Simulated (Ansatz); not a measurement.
## Cl-CC-Cl chair monolayer in a perpendicular field

Wanted: the out-of-plane response of the Cl-CC-Cl chair monolayer. A positive field points along +c.

Program: Ansatz 0.2.0. Level of theory: plane-wave DFT, PBE-D3(BJ), Ansatz PAW. Values are calculated unless marked as measured.

This is a report of a sequence of runs, with the program logs left out and the cost of each run kept.

## Step 1: The starting structure

The cell holds 4 atoms: 2 Cl and 2 C. Its edges and angles: a = 2.508 Å, b = 2.508 Å, c = 39.167 Å, α = 90.0°, β = 90.0°, γ = 120.0°. Vacuum lies along c.

## Step 2: Relaxation

The starting cell is a guess, so the in-plane lattice and the atoms are relaxed first, with the slab cut off from its images along the normal.

input.yaml reads:

```yaml
crystal:
  lattice:
    - [2.508, 0.0, 0.0]
    - [-1.254, 2.1719917127, 0.0]
    - [0.0, 0.0, 39.1666666664]
  atoms:
    - { symbol: Cl, position: [0.6666666667, 0.3333333333, 0.4480851064] }
    - { symbol: C, position: [0.6666666667, 0.3333333333, 0.4935319149] }
    - { symbol: C, position: [0.3333333333, 0.6666666667, 0.5064680851] }
    - { symbol: Cl, position: [0.3333333333, 0.6666666667, 0.5519148936] }
  periodic: [true, true, false]
kpoints:
  mp_grid: { grid: [18, 18, 1] }
hamiltonian:
  xc: pbe
  dispersion: d3bj
scf:
  occupations: { method: fermi_dirac, width: 0.05 }
  convergence: { dr2_threshold: 1.0e-09 }
relax:
  f_tol: 0.004
  max_steps: 90
  cell: {}
output:
  write_potential: true
  write_density: true
  volumetric_format: npy
```

The run is started by

```bash
ansatz run input.yaml --threads 2 --pin off --max-ram 3072MiB --backend cpu --events-out ev --progress --plain --runs-dir out
```

It took 44 s on 2 threads of Intel Xeon Platinum 8488C (Sapphire Rapids), shared host; peak memory 0.62 GiB.

The steps of the relaxation:

| step | energy less that of the first step (eV) | largest force component (eV/Å) | volume (Å³) |
| --- | --- | --- | --- |
| 1 | 0.0000 | 2.0552 | 213.35 |
| 2 | -1.3861 | 0.7464 | 234.67 |
| 3 | -2.1345 | 0.9645 | 256.98 |
| 4 | -2.4008 | 1.0724 | 280.66 |
| 5 | -2.4211 | 0.4626 | 281.10 |
| 6 | -2.4308 | 0.0916 | 280.53 |
| 7 | -2.4307 | 0.0932 | 279.93 |
| 8 | -2.4313 | 0.0006 | 280.15 |
| 9* | -2.5301 | 0.0239 | 280.15 |
| 10 | -2.5347 | 0.0036 | 283.79 |
| 11 | -2.5346 | 0.0000 | 284.33 |
| 12* | -2.5356 | 0.0003 | 284.33 |

Relaxation steps marked * repeat the geometry before them on a plane-wave basis chosen anew for their cell, so energy and pressure can jump there. Relaxation step 7 was tried and not accepted.

The run keeps the 12 symmetry operations that the program found, so distortions that break them were not tested.

| cell as run | before | after | change |
| --- | --- | --- | --- |
| a (Å) | 2.508 | 2.895 | +15.4 % |
| b (Å) | 2.508 | 2.895 | +15.4 % |

The atoms that moved most (Å, along periodic axes as changes of fractional coordinates times the final cell, across vacuum about the mean position):

| atom | dx | dy | dz | length |
| --- | --- | --- | --- | --- |
| Cl1 | 0.000 | 0.000 | 0.030 | 0.030 |
| Cl4 | 0.000 | 0.000 | -0.030 | 0.030 |

The relaxed structure:

```xyz
4
Lattice="2.8953 0.0000 0.0000 -1.4476 2.5074 0.0000 0.0000 0.0000 39.1667" Properties=species:S:1:pos:R:3
Cl    1.4476    0.8358   17.5801
C     1.4476    0.8358   19.3304
C     0.0000    1.6716   19.8363
Cl    0.0000    1.6716   21.5865
```

The lattice constant a goes from 2.508 to 2.895 Å.

## Step 3: Atoms held, field 0

A sawtooth potential applies the field, turning back in the middle of the vacuum. With the dipole correction the typed value is the field outside the slab. The induced dipole is small, so the SCF threshold is tight.

The cell differs from the one that the last finished run ended in (c 39.167 → 22.006 Å).

input.yaml reads:

```yaml
crystal:
  lattice:
    - [2.8952697847, 0.0, 0.0]
    - [-1.4476348924, 2.5073771844, 0.0]
    - [0.0, 0.0, 22.0064293506]
  atoms:
    - { symbol: Cl, position: [0.6666666667, 0.3333333333, 0.40897139] }
    - { symbol: C, position: [0.6666666667, 0.3333333333, 0.4885059861] }
    - { symbol: C, position: [0.3333333333, 0.6666666667, 0.5114940139] }
    - { symbol: Cl, position: [0.3333333333, 0.6666666667, 0.59102861] }
kpoints:
  mp_grid: { grid: [24, 24, 1] }
  band_path:
    path: [[0, 0, 0], [0.5, 0, 0], [0.33333333, 0.33333333, 0], [0, 0, 0]]
    npoints: 16
hamiltonian:
  xc: pbe
  dispersion: d3bj
scf:
  occupations: { method: fermi_dirac, width: 0.02585 }
  convergence: { dr2_threshold: 1.0e-10 }
efield:
  axis: 3
  dipole_correction: true
  ramp_position: 0.97
  ramp_width: 0.06
  amplitude: 0
output:
  dos: { projected: true, e_range: [-6, 5] }
  write_potential: true
  write_density: true
  volumetric_format: npy
  elf: true
```

The job ended after 9.2 s (2 threads; peak memory 0.52 GiB).

This step gave:

```
gap on the k-mesh                  : 1.509 eV
dipole along the normal            : 4.48e-7 e·Å
gap along the path                 : 1.509 eV
smallest direct gap along the path : 1.509 eV
ionisation energy, upper face      : 3.854 eV
electron affinity, upper face      : 2.346 eV
gap, the smaller of path and mesh  : 1.509 eV
```

Running mean over a fixed 2.8 Å (it still follows the layers) of the planar mean; the ramp of the sawtooth is left out. Table of electron's electrostatic potential energy less the Fermi level by z:

| z (Å) | electron's electrostatic potential energy less the Fermi level (eV) |
| --- | --- |
| 3.0 | 3.08 |
| 3.5 | 3.08 |
| 4.0 | 3.08 |
| 4.5 | 3.08 |
| 5.0 | 3.08 |
| 5.5 | 3.08 |
| 6.0 | 3.07 |
| 6.5 | 2.98 |
| 7.0 | 2.41 |
| 7.5 | 0.386 |
| 8.0 | -2.15 |
| 8.5 | -3.55 |
| 9.0 | -4.73 |
| 9.5 | -7.47 |
| 10.0 | -9.82 |
| 10.5 | -9.23 |
| 11.0 | -8.04 |
| 11.5 | -9.21 |
| 12.0 | -9.83 |
| 12.5 | -7.51 |
| 13.0 | -4.76 |
| 13.5 | -3.56 |
| 14.0 | -2.17 |
| 14.5 | 0.352 |
| 15.0 | 2.39 |
| 15.5 | 2.98 |
| 16.0 | 3.07 |
| 16.5 | 3.08 |
| 17.0 | 3.08 |
| 17.5 | 3.08 |
| 18.0 | 3.08 |
| 18.5 | 3.08 |
| 19.0 | 3.08 |

The density of states has structure finer than the step of the table below, so its rows give means over 0.25 eV. Peaks (eV: height): -5.390: 3.18, -3.190: 2.40, -2.090: 2.61, 1.720: 2.09, 2.300: 2.75, 2.440: 2.96, 2.490: 2.31.

The density of states by energy, zero at the Fermi level of the run, which the smearing sets inside the gap; means over each step:

| energy (eV) | density of states (states/eV a cell) |
| --- | --- |
| -5.75 | 2.16 |
| -5.50 | 2.30 |
| -5.25 | 1.86 |
| -5.00 | 1.35 |
| -4.75 | 1.26 |
| -4.50 | 1.26 |
| -4.25 | 1.26 |
| -4.00 | 1.29 |
| -3.75 | 1.37 |
| -3.50 | 1.52 |
| -3.25 | 1.99 |
| -3.00 | 1.76 |
| -2.75 | 1.60 |
| -2.50 | 1.59 |
| -2.25 | 1.76 |
| -2.00 | 1.55 |
| -1.75 | 0.886 |
| -1.50 | 0.725 |
| -1.25 | 0.633 |
| -1.00 | 0.576 |
| -0.75 | 0.226 |
| -0.50 | 0 |
| -0.25 | 0 |
| 0.00 | 0 |
| 0.25 | 0 |
| 0.50 | 0 |
| 0.75 | 0.104 |
| 1.00 | 0.966 |
| 1.25 | 1.43 |
| 1.50 | 1.53 |
| 1.75 | 1.71 |
| 2.00 | 1.44 |
| 2.25 | 2.05 |
| 2.50 | 2.14 |

Projected DOS per atom over height of the atomic layer and energy from the Fermi level. Layers: Cl C C Cl from below.

Values in states/eV, 22 rows by 4 columns, each cell a mean:
```
0.28 0.53 0.53 0.28
0.19 0.45 0.45 0.19
0.14 0.56 0.56 0.14
0.13 0.51 0.51 0.13
0.05 0.14 0.14 0.05
0.00 0.00 0.00 0.00
0.00 0.00 0.00 0.00
0.00 0.00 0.00 0.00
0.07 0.01 0.01 0.07
0.26 0.04 0.04 0.26
0.32 0.04 0.04 0.32
0.51 0.06 0.06 0.51
0.81 0.09 0.09 0.81
0.71 0.07 0.07 0.71
0.86 0.07 0.07 0.86
0.73 0.06 0.06 0.73
0.61 0.05 0.05 0.61
0.57 0.05 0.05 0.57
0.57 0.06 0.06 0.57
0.59 0.09 0.09 0.59
0.82 0.27 0.27 0.82
0.80 0.32 0.32 0.80
```
Columns: height of the atomic layer (Å) from 9 to 13.0 (not evenly spaced); rows upwards: energy from the Fermi level (eV) from -5.96 to 2.59.

The electronic bands at the labelled points (eV, zero at the Fermi level of the run, which the smearing sets inside the gap):

| point | band 8 | band 9 | band 10 | band 11 | band 12 | band 13 | band 14 | band 15 |
| --- | --- | --- | --- | --- | --- | --- | --- | --- |
| Γ | -2.03 | -2.03 | -0.77 | -0.77 | 0.74 | 1.03 | 2.16 | 2.98 |
| halfway | -4.55 | -3.86 | -2.60 | -1.48 | 1.36 | 1.85 | 2.84 | 4.53 |
| M | -6.21 | -6.07 | -3.17 | -2.07 | 0.97 | 2.86 | 3.02 | 5.14 |
| halfway | -6.14 | -5.91 | -4.24 | -3.32 | 2.72 | 3.07 | 3.37 | 4.93 |
| K | -6.27 | -5.17 | -5.17 | -4.89 | 3.29 | 3.29 | 4.40 | 5.67 |
| halfway | -4.55 | -4.53 | -3.03 | -2.26 | 2.12 | 2.48 | 2.94 | 4.12 |
| Γ | -2.03 | -2.03 | -0.77 | -0.77 | 0.74 | 1.03 | 2.16 | 2.98 |

Valence density in the ca plane at fractional y = 0.333, with atoms of Cl and C within 0.2 Å of it. It is the smooth field of the valence electrons, not physical close to the nuclei.

Values in e/Å³, 5 rows by 16 columns, each cell a mean:
```
0.0 0.0 0.0 0.0 0.0 0.0 0.6 1.4 0.8 0.8 0.2 0.2 0.0 0.0 0.0 0.0
0.0 0.0 0.0 0.0 0.0 0.0 0.9 1.0 1.4 1.1 0.1 0.1 0.0 0.0 0.0 0.0
0.0 0.0 0.0 0.0 0.0 0.0 0.6 1.4 0.8 0.8 0.2 0.2 0.0 0.0 0.0 0.0
0.0 0.0 0.0 0.0 0.0 0.0 0.1 0.3 0.2 0.4 0.4 0.6 0.1 0.0 0.0 0.0
0.0 0.0 0.0 0.0 0.0 0.0 0.1 0.3 0.2 0.4 0.4 0.6 0.1 0.0 0.0 0.0
```
Columns run along c (16.0 Å, from fractional 0.09 to 0.81 of the cell), rows up along a (2.9 Å). Atoms in or near the plane, at fractional coordinates: Cl at (0.41, 0.67), C at (0.49, 0.67).

Electrostatic potential energy in the ca plane at fractional y = 0.333, with atoms of Cl and C within 0.2 Å of it. With pseudopotentials it is smooth inside the atoms' cores, unlike the true potential.

Ten even steps from '0' (-47 eV) to '9' (4 eV), each cell a mean:
```
99999999999999999974468766899999999999999999
99999999999999999720026300589999999999999999
99999999999999999710015100489999999999999999
99999999999999999830036411689999999999999999
99999999999999999975578867899999999999999999
99999999999999999999999988889878899999999999
99999999999999999999999998889877899999999999
99999999999999999999899988889888999999999999
```
Columns run along c (16.0 Å, from fractional 0.09 to 0.81 of the cell; values clipped at the 3rd and 97th percentile), rows up along a (2.9 Å). Atoms in or near the plane, at fractional coordinates: Cl at (0.41, 0.67), C at (0.49, 0.67).

ELF in the ca plane at fractional y = 0.333, with atoms of Cl and C within 0.2 Å of it. It is the smooth field of the valence electrons, not physical close to the nuclei.

Ten even steps from '0' (0.00) to '9' (0.91), each cell a mean:
```
00000000000000014799985579721356520000000000
00000000000000014897678745620011100000000000
00000000000000015885369712630000000000000000
00000000000000014898777756720122100000000000
00000000000000013799975478721467631000000000
00000000000000001256531157633699962000000000
00000000000000000011110136534799973000000000
00000000000000001367742257633699862000000000
```
Columns run along c (16.0 Å, from fractional 0.09 to 0.81 of the cell), rows up along a (2.9 Å). Atoms in or near the plane, at fractional coordinates: Cl at (0.41, 0.67), C at (0.49, 0.67).

The gap is 1.51 eV, with the valence edge 3.85 eV and the conduction edge 2.35 eV under the upper vacuum level.

## Step 4: Single point, field 0.1 V/Å

input.yaml: that of step 3 with these lines changed.

```diff
@@ -26,5 +26,4 @@
   ramp_width: 0.06
-  amplitude: 0
+  amplitude: 0.1
 output:
-  dos: { projected: true, e_range: [-6, 5] }
   write_potential: true
@@ -32,2 +31 @@
   volumetric_format: npy
-  elf: true
```

Run time: 9.9 s. Hardware: 2 threads; peak memory 0.49 GiB; 20 s of CPU time.

The dipole is 0.0219 e·Å, and the gap 1.506 eV.

## Step 5: Atoms held, field -0.1 V/Å

input.yaml: that of step 4 with these lines changed.

```diff
@@ -26,3 +26,3 @@
   ramp_width: 0.06
-  amplitude: 0.1
+  amplitude: -0.1
 output:
```

The job ended after 9.6 s (2 threads; peak memory 0.49 GiB).

The dipole is -0.0219 e·Å, and the gap 1.506 eV.

## Step 6: Response, atoms held

This step: plane-wave DFT, PBE-D3(BJ), Ansatz PAW; response to a field along the normal, atoms held (Ansatz 0.2.0).

The dipoles give the slope, and the difference of two potentials shows where the field is screened.

Numbers from this step:

```yaml
equivalent_conductor_thickness_p_eps_0ae: 5.460 Å
distance_between_the_outer_atoms: 4.006 Å
```

Table of dipole of the cell by applied field:

| applied field (V/Å) | dipole of the cell (e·Å) |
| --- | --- |
| -0.1000 | -0.0219 |
| 0.0000 | 4.5e-7 |
| 0.1000 | 0.0219 |

Local field over the applied field, running mean. From the potentials at -0.1 and 0.1 V/Å; running mean over 2.5 Å. Table of local field over applied field by z:

| z (Å) | local field over applied field |
| --- | --- |
| 4.11 | 1.000 |
| 4.55 | 1.000 |
| 4.84 | 0.999 |
| 5.28 | 0.998 |
| 5.57 | 0.996 |
| 6.02 | 0.988 |
| 6.31 | 0.975 |
| 6.75 | 0.929 |
| 7.04 | 0.869 |
| 7.48 | 0.728 |
| 7.78 | 0.617 |
| 8.22 | 0.455 |
| 8.51 | 0.354 |
| 8.95 | 0.227 |
| 9.39 | 0.144 |
| 9.68 | 0.107 |
| 10.12 | 0.0935 |
| 10.42 | 0.110 |
| 10.86 | 0.126 |
| 11.15 | 0.126 |
| 11.59 | 0.110 |
| 11.88 | 0.0935 |
| 12.32 | 0.107 |
| 12.62 | 0.144 |
| 13.06 | 0.227 |
| 13.50 | 0.354 |
| 13.79 | 0.455 |
| 14.23 | 0.617 |
| 14.52 | 0.728 |
| 14.96 | 0.869 |
| 15.26 | 0.929 |
| 15.70 | 0.975 |
| 15.99 | 0.988 |
| 16.43 | 0.996 |
| 16.72 | 0.998 |
| 17.16 | 0.999 |
| 17.46 | 1.000 |
| 17.90 | 1.000 |

The induced electron density oscillates, so the rows of the table below give means over 0.5 Å (shorter at the two ends). Its distinct maxima (Å: e/Å³ per V/Å): 8.22: 0.00484, 10.71: 0.00326, 12.03: 0.00116. Distinct minima: 9.98: -0.00116, 11.30: -0.00326, 13.79: -0.00484.

Electrons, planar mean, per unit field. Table of induced electron density by z; means over each step:

| z (Å) | induced electron density (e/Å³ per V/Å) |
| --- | --- |
| 4.5 | 7.9e-7 |
| 5.0 | 3.0e-6 |
| 5.5 | 1.2e-5 |
| 6.0 | 4.5e-5 |
| 6.5 | 1.6e-4 |
| 7.0 | 5.9e-4 |
| 7.5 | 0.00181 |
| 8.0 | 0.00402 |
| 8.5 | 0.00368 |
| 9.0 | 1.9e-5 |
| 9.5 | -4.2e-4 |
| 10.0 | -9.8e-4 |
| 10.5 | 0.00128 |
| 11.0 | 3.7e-5 |
| 11.5 | -0.00133 |
| 12.0 | 9.8e-4 |
| 12.5 | 4.2e-4 |
| 13.0 | 1.4e-5 |
| 13.5 | -0.00364 |
| 14.0 | -0.00405 |
| 14.5 | -0.00183 |
| 15.0 | -6.0e-4 |
| 15.5 | -1.7e-4 |
| 16.0 | -4.6e-5 |
| 16.5 | -1.2e-5 |
| 17.0 | -3.0e-6 |
| 17.5 | -8.0e-7 |

The smaller of the gaps on the path and on the k-mesh, counted as 0 under 0.03 eV. The gap stays at 1.51 eV for applied field from -0.1 to 0.1 V/Å.

By hand: between -0.1 and 0.1 V/Å the dipole changes by 0.04381 e·Å, a slope of 0.2190 e·Å²/V. A perfect conductor of thickness t has p = ε₀AEt, so t = 180.95 × 0.2190 / 7.260 = 5.46 Å (e/ε₀ = 180.95 V·Å, A in Å²).

The induced dipole is that of a conductor 5.46 Å thick.

## Step 7: What came out

```yaml
gap_without_field: 1.51 eV
ionisation_energy_upper_face: 3.85 eV
electron_affinity_upper_face: 2.35 eV
equivalent_conductor_thickness_atoms_held: 5.46 Å
```

What this shows: The induced dipole equals that of a perfect conductor 5.46 Å thick, while the outer atoms lie 4.01 Å apart; an out-of-plane ε follows only once a thickness t is chosen, by 1 − 1/ε = 5.46 Å / t. The gap stays within 0.01 eV of 1.51 eV over the fields run, up to 0.1 V/Å in size. Semilocal functionals give gaps that are too small, and excitons are not included.

[Long decimals in the printed logs are rounded to 6 places.]

[Logs are printed without paths, hosts, clocks, repeated set-up lines and the standing remarks that a program may print on its own settings, such as how far it seeks lower states.]

[Hosts, paths, dates, database ids (printed as entryN), source tags and the programs' standing remarks are cut or masked in the printed files.]

[Maps of the electrostatic potential energy from Ansatz leave out the sawtooth potential of an applied field or a dipole correction, so their vacuum need not be flat; planar profiles and work functions include it.]
